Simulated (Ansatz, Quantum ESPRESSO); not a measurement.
# Al3Ag (Pm-3m): zone-centre phonons, part 3 of 3

Which modes does Al3Ag (Pm-3m) have at the zone centre?

Quantum ESPRESSO 7.5; DFT LDA, scalar-relativistic, plane waves, GBRV ultrasoft pseudopotentials.

So far, highest optical zone-centre mode (no LO-TO term) (cm⁻¹): step 6 (modes with the sum rule) 296; step 7 (ASR crystal) 296.

## Step 9: A second program

The same cell goes through another code, with its own cutoff. The potentials differ. Its k mesh is centred on Γ.

This step: DFT LDA, scalar-relativistic, plane waves, PseudoDojo norm-conserving pseudopotentials (Ansatz 0.2.0).

File input.yaml:

```yaml
crystal:
  lattice:
    - [3.9904909071, 0.0, 0.0]
    - [0.0, 3.9904909071, 0.0]
    - [0.0, 0.0, 3.9904909071]
  atoms:
    - { symbol: Al, position: [0.0, 0.5, 0.5] }
    - { symbol: Al, position: [0.5, 0.0, 0.5] }
    - { symbol: Al, position: [0.5, 0.5, 0.0] }
    - { symbol: Ag, position: [0.0, 0.0, 0.0] }
kpoints:
  mp_grid: { grid: [8, 8, 8] }
hamiltonian:
  xc: lda
  pseudopotentials: { kind: nc, accuracy: standard }
scf:
  occupations: { method: cold, width: 0.27211 }
output:
  eigenvalues: true
phonons:
  method: dfpt
```

Launch:

```bash
ansatz run input.yaml --threads 8 --pin off --max-ram 16384MiB --backend cpu --events-out ev --progress --plain --runs-dir out
```

The log of the run:

```text
zone centre: on kpoints.mp_grid the ground state, and the responses unless they are solved on pairs of k-points, stand on 125 of the mesh's 512 k-points, reduced under 8 symmetry operations, with k and −k counted as one. Each operation leaves every solved displacement unchanged or reverses it
Engine: ansatz 0.2.0, aarch64-unknown-linux-gnu
Pseudopotentials: kind: nc
Pseudopotential: Al, nc, valence charge 3, recommended cutoff 598.650497 eV (normal), Al.nc.azcp (PseudoDojo's, or run here from an input of PseudoDojo's; its table is named by hamiltonian.pseudopotentials.accuracy)
Pseudopotential: Ag, nc, valence charge 19, recommended cutoff 1170.089609 eV (normal), Ag.nc.azcp (PseudoDojo's, or run here from an input of PseudoDojo's; its table is named by hamiltonian.pseudopotentials.accuracy)
Functional definition: SPW92
  exchange = slater_x
  correlation = pw_c
Crystal: 4 atoms, lattice volume = 63.545 Å³
Basis set: ecut = 1170.089609 eV, 5743 PW (Γ), exchange–correlation on 90×90×90 points (8 copies of the dense FFT grid, shifted against one another)
Bands: 18, of which v1, the nominal top of the filled ones, is band 14 counted from 1 (13 counted from 0)
Symmetry: 48 space group operations
k-points: 125 of 512 (irreducible under 8 space group operations)
Non-local potential: Al, projectors of the file, l = 0: 2, l = 1: 2, l = 2: 2
Non-local potential: Ag, projectors of the file, l = 0: 2, l = 1: 2, l = 2: 2
Initial density: superposition of atomic densities (chi_scale 0.1, normalization cell, long waves kept (reshape's long-wave potential 0.00 eV rms))
Initial wavefunctions: pseudopotential atomic-orbital guess
Functional: x = slater, c = lda
SCF iter   1: F=—  HF=-4412.337835 eV  |F-HF|=—  |Δ(HF+E_count)|=         —  Δρ=1.10e-1  dr2=1.06e1  ethr=3.10e-3  ⟨swp⟩=6.1  Hψ=11998  notcnv=0
preconditioner: auto → Kerker (q_TF=auto, 2.380 Å⁻¹)  [metal: Δε(μ)=0.043 eV  Ē_g=6.725 eV  σ=0.272 eV  W_gap=0.10  n_scr=18 (ndim 8)  ℏωp=20.8 eV  f_vac=0.000  D(μ)=1.81/eV (n_scr^D=18)]
SCF iter   2: F=—  HF=-4410.408759 eV  |F-HF|=—  |Δ(HF+E_count)|=    1.93e0  S|Δr|=    0.00e0  Δρ=3.59e-2  dr2=3.99e-1  ethr=3.10e-3  ⟨swp⟩=2.8  Hψ=5663  notcnv=0  defer=3
SCF iter   3: F=—  HF=-4410.299978 eV  |F-HF|=—  |Δ(HF+E_count)|=   1.09e-1  S|Δr|=    0.00e0  Δρ=1.46e-2  dr2=1.28e-1  ethr=1.42e-3  ⟨swp⟩=2.4  Hψ=4528  notcnv=0  defer=3
SCF iter   4: F=—  HF=-4410.264008 eV  |F-HF|=—  |Δ(HF+E_count)|=   3.60e-2  S|Δr|=    0.00e0  Δρ=6.50e-3  dr2=2.74e-2  ethr=4.57e-4  ⟨swp⟩=1.0  Hψ=2262  notcnv=0  defer=3
SCF iter   5: F=—  HF=-4410.254280 eV  |F-HF|=—  |Δ(HF+E_count)|=   9.73e-3  S|Δr|=    0.00e0  Δρ=1.31e-3  dr2=1.69e-3  ethr=9.77e-5  ⟨swp⟩=2.5  Hψ=3710  notcnv=0  defer=3
SCF iter   6: F=—  HF=-4410.253728 eV  |F-HF|=—  |Δ(HF+E_count)|=   5.52e-4  S|Δr|=    0.00e0  Δρ=1.60e-4  dr2=2.02e-5  ethr=6.03e-6  ⟨swp⟩=2.4  Hψ=3388  notcnv=0  defer=3
SCF iter   7: F=—  HF=-4410.253725 eV  |F-HF|=—  |Δ(HF+E_count)|=   3.01e-6  S|Δr|=    0.00e0  Δρ=1.61e-5  dr2=2.83e-7  ethr=7.21e-8  ⟨swp⟩=2.1  Hψ=3972  notcnv=0  defer=3
SCF iter   8: F=—  HF=-4410.253657 eV  |F-HF|=—  |Δ(HF+E_count)|=   6.81e-5  S|Δr|=    0.00e0  Δρ=2.57e-6  dr2=4.82e-9  ethr=1.01e-9  ⟨swp⟩=2.0  Hψ=3968  notcnv=0  defer=3
SCF iter   9: F=—  HF=-4410.253657 eV  |F-HF|=—  |Δ(HF+E_count)|=   1.17e-9  S|Δr|=    0.00e0  Δρ=5.97e-7  dr2=1.29e-10  ethr=1.72e-11  ⟨swp⟩=2.1  Hψ=3831  notcnv=0  defer=3
SCF iter  10: F=-4410.253657 eV  HF=-4410.253657 eV  |F-HF|=1.82e-12  |Δ(HF+E_count)|=  3.64e-11  S|Δr|=    0.00e0  Δρ=1.03e-7  dr2=2.15e-12  ethr=1.00e-12  ⟨swp⟩=8.3  Hψ=15133  notcnv=0
SCF 1 converged in 10 iterations: F = -4410.253657 eV  dr2 = 2.15e-12
DFPT response loops at Γ: preconditioner auto → Kerker (q_TF=auto, 2.380 Å⁻¹) (partly filled bands, converged f_vac=0.000); β = 1.00, the filter's whole step (`scf.mixing.beta` (0.50) is not read by the response loops under this deck's `scf.mixing.preconditioner`; to damp them name `kerker` or `kerker_dos`, under which they read `scf.mixing.beta`, and type it under 1.00, their step now; both keys bind the ground state too); Broyden in place of MSR1
SCF converged after 10 iterations
Stability not checked: this state was not tested for a lower state beside it, because cold or Methfessel-Paxton smearing, or corrected tetrahedra, fill the levels in a way that the test cannot read (fill_not_monotonic; see scf.lower_state_search)
Free energy (F): -4410.253657 eV
Harris-Foulkes:  -4410.253657 eV  (|F-HF|=1.82e-12)
Internal energy: -4410.247722 eV  (E = F + TS)
E sigma→0 (E₀):  -4410.251679 eV
Entropy (-TS):   -0.005935 eV (-1.484 meV/atom)
Fermi energy:    11.176617 eV
--- Per-component energies (eV) ---
  E_band       = -317.726375
  E_kinetic    = 1506.304443
  E_local      = -4358.785329  (includes V_loc(G=0)·N_el)
  E_nonlocal   = -25.765319
  E_hartree    = 1588.785706
  E_xc         = -718.345062
  E_vxc        = -617.051516  (∫ρ·V_xc dr)
  E_ewald      = -2402.442161
  E_smearing   = -0.005935  (= −TS)
  E_closure    = -0.000000  (closes the sum)
  Σ components = -4410.253657   (vs F -4410.253657, Δ=0.00e0)
--- Band table (eV; the first three rows and the last of 125) ---
  k-point 0: bands = [... 10 lower, 8.6545, 8.6545, 8.6545, 10.8139, 11.6713, 11.6713, 16.6072, 16.6072]
  k-point 1: bands = [... 10 lower, 7.6224, 8.8698, 8.8698, 11.1544, 11.7127, 12.7457, 15.8031, 15.8031]
  k-point 2: bands = [... 10 lower, 6.3844, 9.4589, 9.4589, 11.4056, 11.8359, 14.2386, 14.2386, 15.0131]
  k-point 124: bands = [... 10 lower, 7.1680, 7.1680, 7.1680, 8.9274, 8.9274, 8.9274, 8.9291, 22.4447]
--- Phonons (Γ-DFPT): 3 representative perturbations + reference, on 125 of 512 k-points (Σ response iterations 9) ---
  k mesh reduced under 8 symmetry operations, with k and −k counted as one. Each operation leaves every solved displacement unchanged or reverses it
  ASR residual: 4.379e-4 → 0.000e0 eV/Å²; symmetrization residual: 3.502e-6 eV/Å²
  ASR residual per site (eV/Å²): 1.85e-5 1.85e-5 1.85e-5 4.38e-4
  Γ frequencies (cm⁻¹): 0.00 0.00 0.00 99.93 99.93 99.93 200.05 200.05 200.05 295.47 295.47 295.47
  non-analytic LO–TO correction: not included (Born effective charges unavailable; polar crystals: no LO–TO splitting at Γ)
```

Wall time 31 s (8 threads of Arm Neoverse V1, shared host); peak memory 2.2 GiB.

Read from the output:

- sum-rule residual before enforcement: 4.38e-4 eV/Å²
- highest optical zone-centre mode (no LO-TO term): 295.5 cm⁻¹
- lowest optical zone-centre mode: 99.93 cm⁻¹

## Step 10: Side by side: QE GBRV and Ansatz, PseudoDojo

Numbers from this step:

```
root-mean-square difference : 0.64 cm⁻¹
largest difference          : 0.8 cm⁻¹
```

Frequencies side by side, by row:

```csv
q (reciprocal lattice),mode,QE GBRV (cm⁻¹),"Ansatz, PseudoDojo (cm⁻¹)"
0 0 0,1,0,0
0 0 0,2,0,0
0 0 0,3,0,0
0 0 0,4,100.7,99.93
0 0 0,5,100.7,99.93
0 0 0,6,100.7,99.93
0 0 0,7,200.3,200.1
0 0 0,8,200.3,200.1
0 0 0,9,200.3,200.1
0 0 0,10,296.3,295.5
0 0 0,11,296.3,295.5
0 0 0,12,296.3,295.5
```

At the zone centre the largest difference (acoustic modes at Γ apart) is 0.3 % of the highest mode.

## Step 11: Outcome

| Property | Result |
| --- | --- |
| space group after relaxation | Pm-3m |
| volume per atom | 15.9 Å³ |
| highest optical zone-centre mode (no LO-TO term) | 296.3 cm⁻¹ |
| lowest optical zone-centre mode | 100.7 cm⁻¹ |
| imaginary optical modes at the zone centre (no q mesh in this session) | none |
| largest difference from Ansatz, PseudoDojo | 0.8 cm⁻¹ |

At the LDA level the optical modes of Al3Ag (Pm-3m) at the zone centre run from 101 to 296 cm⁻¹. Of the 9 optical modes, 6 are infrared active alone and 3 are silent. QE GBRV and Ansatz, PseudoDojo agree to 0.80 cm⁻¹ (0.3 % of the highest mode compared) on all solved modes but the acoustic ones at Γ, without the LO-TO term. These are harmonic frequencies at zero temperature: anharmonic shifts and linewidths and thermal expansion are left out. In a metal the frequencies hang on the k mesh and the smearing, most of all near Kohn anomalies. The LDA runs differ in the fit of the correlation energy, Perdew-Zunger in some and Perdew-Wang in others. The structure comes from a database and need not be the phase that is stable at ambient conditions.

[Host names and launcher messages were left out of these logs when they were recorded.]

[Logs are printed without paths, hosts, clocks, repeated set-up lines and the standing remarks that a program may print on its own settings, such as how far it seeks lower states.]

[Hosts, paths, dates, database ids (printed as entryN), source tags and the programs' standing remarks are cut or masked in the printed files.]
